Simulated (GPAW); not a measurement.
# linear V chain, spacing 2.466 A: a ladder in the k mesh

Two starts of linear V chain, spacing 2.466 A are run at each rung of the k mesh. Which rung is enough?

Program: GPAW 26.7.0. Level of theory: PBE; plane waves with GPAW's PAW setups, scalar-relativistic. Results are calculated unless marked as measured.

Report form: the programs' logs are mostly left out.

## Step 1: The structure

The cell holds 1 atom: 1 V. Cell: a = 12.000 Å, b = 12.000 Å, c = 2.466 Å, α = 90.0°, β = 90.0°, γ = 90.0°. model lattice. Vacuum lies along a and b. The structure's axis is c.

Coordinates:

```
V
1.0
    12.00000    0.00000    0.00000
     0.00000   12.00000    0.00000
     0.00000    0.00000    2.46600
V
1
Direct
  0.50000 0.50000 0.00000
```

## Step 2: Rung 1 (mesh 1×1×4), start ferro +

The ladder starts at a coarse mesh; cost grows with the number of points.

Input file order1.py:

```python
import json
import numpy as np
from ase import Atoms
from ase.parallel import paropen, parprint
from gpaw import GPAW

atoms = Atoms(['V'],
    cell=[[12.0, 0.0, 0.0],
         [0.0, 12.0, 0.0],
         [0.0, 0.0, 2.466]],
    scaled_positions=[[0.5, 0.5, 0.0]],
    pbc=True,
    magmoms=[1.5])
atoms.calc = GPAW(mode={'name': 'pw', 'ecut': 550},
    xc='PBE',
    kpts={'size': (1, 1, 4), 'gamma': True},
    occupations={'name': 'fermi-dirac', 'width': 0.1},
    convergence={'density': 1e-05, 'energy': 1e-05},
    maxiter=200,
    symmetry={'tolerance': 1e-4},
    txt='order1.txt')
e = atoms.get_potential_energy(force_consistent=True)
res = {'free_energy': e, 'energy_sigma0': atoms.get_potential_energy(), 'fermi_energy': atoms.calc.get_fermi_level()}
res['moments'] = atoms.get_magnetic_moments().tolist()
res['total'] = atoms.get_magnetic_moment()
parprint('site moments (muB):', np.round(res['moments'], 3))
parprint(f"total moment: {res['total']:.3f} muB")
parprint(f'free energy: {e:.6f} eV')
atoms.calc.write('order1.gpw')
with paropen('results.json', 'w') as f:
    json.dump(res, f)
```

Started as:

```bash
> OMP_NUM_THREADS=1 python3 order1.py > order1.log
```

Wall time 14 s (1 MPI rank of AMD EPYC 9R14 (Zen 4), shared host); peak memory 0.32 GiB.

Numbers from this step:

| Property | Result |
| --- | --- |
| magnetization | 4.468 μB |
| final state | ferromagnetic |
| largest moment | 3.135 μB |

After 17 cycles the largest moment stands at 3.14 μB.

## Step 3: Rung 1 (mesh 1×1×2), start antiferro q=(0,0,1/2) +-

The second start gives the energy difference between the two end states, the quantity that is followed up the ladder. Its q is in fractions of the reciprocal vectors of the first run's cell.

order2.py is the script of step 2 with these lines changed:

```diff
@@ -6,12 +6,13 @@
 
-atoms = Atoms(['V'],
+atoms = Atoms(['V', 'V'],
     cell=[[12.0, 0.0, 0.0],
          [0.0, 12.0, 0.0],
-         [0.0, 0.0, 2.466]],
-    scaled_positions=[[0.5, 0.5, 0.0]],
+         [0.0, 0.0, 4.932]],
+    scaled_positions=[[0.5, 0.5, 0.0],
+         [0.5, 0.5, 0.5]],
     pbc=True,
-    magmoms=[1.5])
+    magmoms=[1.5, -1.5])
 atoms.calc = GPAW(mode={'name': 'pw', 'ecut': 550},
     xc='PBE',
-    kpts={'size': (1, 1, 4), 'gamma': True},
+    kpts={'size': (1, 1, 2), 'gamma': True},
     occupations={'name': 'fermi-dirac', 'width': 0.1},
@@ -20,3 +21,3 @@
     symmetry={'tolerance': 1e-4},
-    txt='order1.txt')
+    txt='order2.txt')
 e = atoms.get_potential_energy(force_consistent=True)
@@ -28,3 +29,3 @@
 parprint(f'free energy: {e:.6f} eV')
-atoms.calc.write('order1.gpw')
+atoms.calc.write('order2.gpw')
 with paropen('results.json', 'w') as f:
```

Started as:

```bash
> OMP_NUM_THREADS=1 python3 order2.py > order2.log
```

It took 71 s on 1 MPI rank; peak memory 0.53 GiB.

Numbers from this step:

- magnetization: 0 μB
- final state: antiferromagnetic
- largest moment: 2.560 μB

This start lies +262.0 meV a seeded atom from the first; its largest moment is 2.56 μB.

## Step 4: Rung 2 (mesh 1×1×6), start ferro +

order1.py is the script of step 2 with these lines changed:

```diff
@@ -15,3 +15,3 @@
     xc='PBE',
-    kpts={'size': (1, 1, 4), 'gamma': True},
+    kpts={'size': (1, 1, 6), 'gamma': True},
     occupations={'name': 'fermi-dirac', 'width': 0.1},
```

Started as:

```bash
> OMP_NUM_THREADS=1 python3 order1.py > order1.log
```

Run time: 2.9 min. Hardware: 1 MPI rank; peak memory 0.34 GiB.

A smaller mixing step or another start is the usual next try.

## Step 5: Rung 2 (mesh 1×1×3), start antiferro q=(0,0,1/2) +-

order2.py is the script of step 3 with these lines changed:

```diff
@@ -16,3 +16,3 @@
     xc='PBE',
-    kpts={'size': (1, 1, 2), 'gamma': True},
+    kpts={'size': (1, 1, 3), 'gamma': True},
     occupations={'name': 'fermi-dirac', 'width': 0.1},
```

Started as:

```bash
> OMP_NUM_THREADS=1 python3 order2.py > order2.log
```

Elapsed: 44 s, on 1 MPI rank; peak memory 0.52 GiB.

Numbers from this step:

```yaml
magnetization: 0 μB
final_state: antiferromagnetic
largest_moment: 2.461 μB
```

The largest moment moves by -0.10 μB from rung 1, at 0.62 times its CPU time.

## Step 6: Rung 3 (mesh 1×1×8), start ferro +

order1.py is the script of step 4 with these lines changed:

```diff
@@ -15,3 +15,3 @@
     xc='PBE',
-    kpts={'size': (1, 1, 6), 'gamma': True},
+    kpts={'size': (1, 1, 8), 'gamma': True},
     occupations={'name': 'fermi-dirac', 'width': 0.1},
```

Started as:

```bash
> OMP_NUM_THREADS=1 python3 order1.py > order1.log
```

Wall time 23 s (1 MPI rank); peak memory 0.33 GiB.

Read from the output:

| Item | Value |
| --- | --- |
| magnetization | 4.227 μB |
| final state | ferromagnetic |
| largest moment | 2.998 μB |

The largest moment moves by -0.14 μB from rung 1, at 1.6 times its CPU time.

## Step 7: Rung 3 (mesh 1×1×4), start antiferro q=(0,0,1/2) +-

order2.py is the script of step 5 with these lines changed:

```diff
@@ -16,3 +16,3 @@
     xc='PBE',
-    kpts={'size': (1, 1, 3), 'gamma': True},
+    kpts={'size': (1, 1, 4), 'gamma': True},
     occupations={'name': 'fermi-dirac', 'width': 0.1},
```

Started as:

```bash
> OMP_NUM_THREADS=1 python3 order2.py > order2.log
```

Wall time 82 s (1 MPI rank); peak memory 0.55 GiB.

This step gave:

```yaml
magnetization: 0 μB
final_state: antiferromagnetic
largest_moment: 2.462 μB
```

This start lies -43.4 meV a seeded atom from the first, a change of -305.4 meV since rung 1; its largest moment is 2.46 μB.

## Step 8: Rung 4 (mesh 1×1×10), start ferro +

order1.py is the script of step 6 with these lines changed:

```diff
@@ -15,3 +15,3 @@
     xc='PBE',
-    kpts={'size': (1, 1, 8), 'gamma': True},
+    kpts={'size': (1, 1, 10), 'gamma': True},
     occupations={'name': 'fermi-dirac', 'width': 0.1},
```

Started as:

```bash
> OMP_NUM_THREADS=1 python3 order1.py > order1.log
```

Wall time 25 s (1 MPI rank); peak memory 0.34 GiB.

Numbers from this step:

* magnetization: 3.990 μB
* final state: ferromagnetic
* largest moment: 2.911 μB

The largest moment moves by -0.09 μB from rung 3, at 1.1 times its CPU time.

## Step 9: Rung 4 (mesh 1×1×5), start antiferro q=(0,0,1/2) +-

order2.py is the script of step 7 with these lines changed:

```diff
@@ -16,3 +16,3 @@
     xc='PBE',
-    kpts={'size': (1, 1, 4), 'gamma': True},
+    kpts={'size': (1, 1, 5), 'gamma': True},
     occupations={'name': 'fermi-dirac', 'width': 0.1},
```

Started as:

```bash
> OMP_NUM_THREADS=1 python3 order2.py > order2.log
```

Run time: 75 s. Hardware: 1 MPI rank; peak memory 0.54 GiB.

This step gave:

```yaml
magnetization: 0 μB
final_state: antiferromagnetic
largest_moment: 2.473 μB
```

This start lies -53.2 meV a seeded atom from the first, a change of -9.8 meV since rung 3; its largest moment is 2.47 μB.

## Step 10: Rung 5 (mesh 1×1×14), start ferro +

order1.py is the script of step 8 with these lines changed:

```diff
@@ -15,3 +15,3 @@
     xc='PBE',
-    kpts={'size': (1, 1, 10), 'gamma': True},
+    kpts={'size': (1, 1, 14), 'gamma': True},
     occupations={'name': 'fermi-dirac', 'width': 0.1},
```

Started as:

```bash
> OMP_NUM_THREADS=1 python3 order1.py > order1.log
```

It took 58 s on 1 MPI rank; peak memory 0.35 GiB.

Numbers from this step:

- magnetization: 4.023 μB
- final state: ferromagnetic
- largest moment: 2.919 μB

The largest moment moves by +0.01 μB from rung 4, at 2.3 times its CPU time.

## Step 11: Rung 5 (mesh 1×1×7), start antiferro q=(0,0,1/2) +-

order2.py is the script of step 9 with these lines changed:

```diff
@@ -16,3 +16,3 @@
     xc='PBE',
-    kpts={'size': (1, 1, 5), 'gamma': True},
+    kpts={'size': (1, 1, 7), 'gamma': True},
     occupations={'name': 'fermi-dirac', 'width': 0.1},
```

Started as:

```bash
> OMP_NUM_THREADS=1 python3 order2.py > order2.log
```

Wall time 85 s (1 MPI rank); peak memory 0.56 GiB.

This step gave:

```
magnetization  : 0 μB
final state    : antiferromagnetic
largest moment : 2.472 μB
```

This start lies -51.4 meV a seeded atom from the first, a change of +1.8 meV since rung 4; its largest moment is 2.47 μB.

## Step 12: A faulty input

A slip in the input shows what the program catches and what it lets pass.

Input file run.py:

```python
import json
import numpy as np
from ase import Atoms
from ase.parallel import paropen, parprint
from gpaw import GPAW

atoms = Atoms(['V'],
    cell=[[12.0, 0.0, 0.0],
         [0.0, 12.0, 0.0],
         [0.0, 0.0, 2.466]],
    scaled_positions=[[0.5, 0.5, 0.0]],
    pbc=True,
    magmoms=[1.5])
atoms.calc = GPAW(mode={'name': 'pw', 'ecut': 550},
    xc='PBE',
    kpts={'size': (1, 1, 14), 'gamma': True},
    occupation={'name': 'fermi-dirac', 'width': 0.1},
    convergence={'density': 1e-05, 'energy': 1e-05},
    maxiter=75,
    symmetry={'tolerance': 1e-4},
    txt='run.txt')
e = atoms.get_potential_energy(force_consistent=True)
res = {'free_energy': e, 'energy_sigma0': atoms.get_potential_energy(), 'fermi_energy': atoms.calc.get_fermi_level()}
res['moments'] = atoms.get_magnetic_moments().tolist()
res['total'] = atoms.get_magnetic_moment()
parprint('site moments (muB):', np.round(res['moments'], 3))
parprint(f"total moment: {res['total']:.3f} muB")
parprint(f'free energy: {e:.6f} eV')
atoms.calc.write('run.gpw')
with paropen('results.json', 'w') as f:
    json.dump(res, f)
```

Started as:

```bash
> OMP_NUM_THREADS=1 python3 run.py > run.log
```

The job ended after 1.2 s (1 MPI rank; peak memory 0.1 GiB).

The program refused the input before any cycle.

The program's message: “TypeError: GPAW() got an unexpected keyword argument 'occupation'”

A key was misspelt on purpose.

The name must match the manual letter for letter.

## Step 13: Side by side

Ladder, by row:

```tsv
rung	mesh	state from the first start	state from the second start	second less first (meV a seeded atom)	moment, first (μB)	moment, second (μB)	CPU time (s)
1	1x1x4	ferromagnetic	antiferromagnetic	262	3.135	2.56	84.89
3	1x1x8	ferromagnetic	antiferromagnetic	-43.4	2.998	2.462	104.9
4	1x1x10	ferromagnetic	antiferromagnetic	-53.25	2.911	2.473	100.1
5	1x1x14	ferromagnetic	antiferromagnetic	-51.42	2.919	2.472	142.3
```

## Step 14: Summary of results

```
range of the moment in the table, second start            : 2.46 to 2.56 μB
range of CPU time                                         : 85 s to 2.4 min
range of the energy difference                            : -53.2 to 262 meV a seeded atom
first rung from which all stay within 2.6 meV of the last : 4
```

**Reading.** From rung 4 on the result stays within 1.8 meV of the last rung, inside the margin of 2.6 meV set for it, at 70 % of the last rung's cost. The sign of the difference changes along the ladder, so the order that comes out lowest hangs on the rung. Rung 2 gave no pair of finished runs and is missing from the table.

[Logs and program files are shortened in this print: banners, set-up blocks, solver, clock and traceback lines can be left out without a mark of their own.]

[Logs are printed without paths, hosts, clocks, repeated set-up lines and the standing remarks that a program may print on its own settings, such as how far it seeks lower states.]

[Hosts, paths, dates, database ids (printed as entryN), source tags and the programs' standing remarks are cut or masked in the printed files.]

[Where a cell is said to come from a database of computed structures, the database is the Materials Project.]
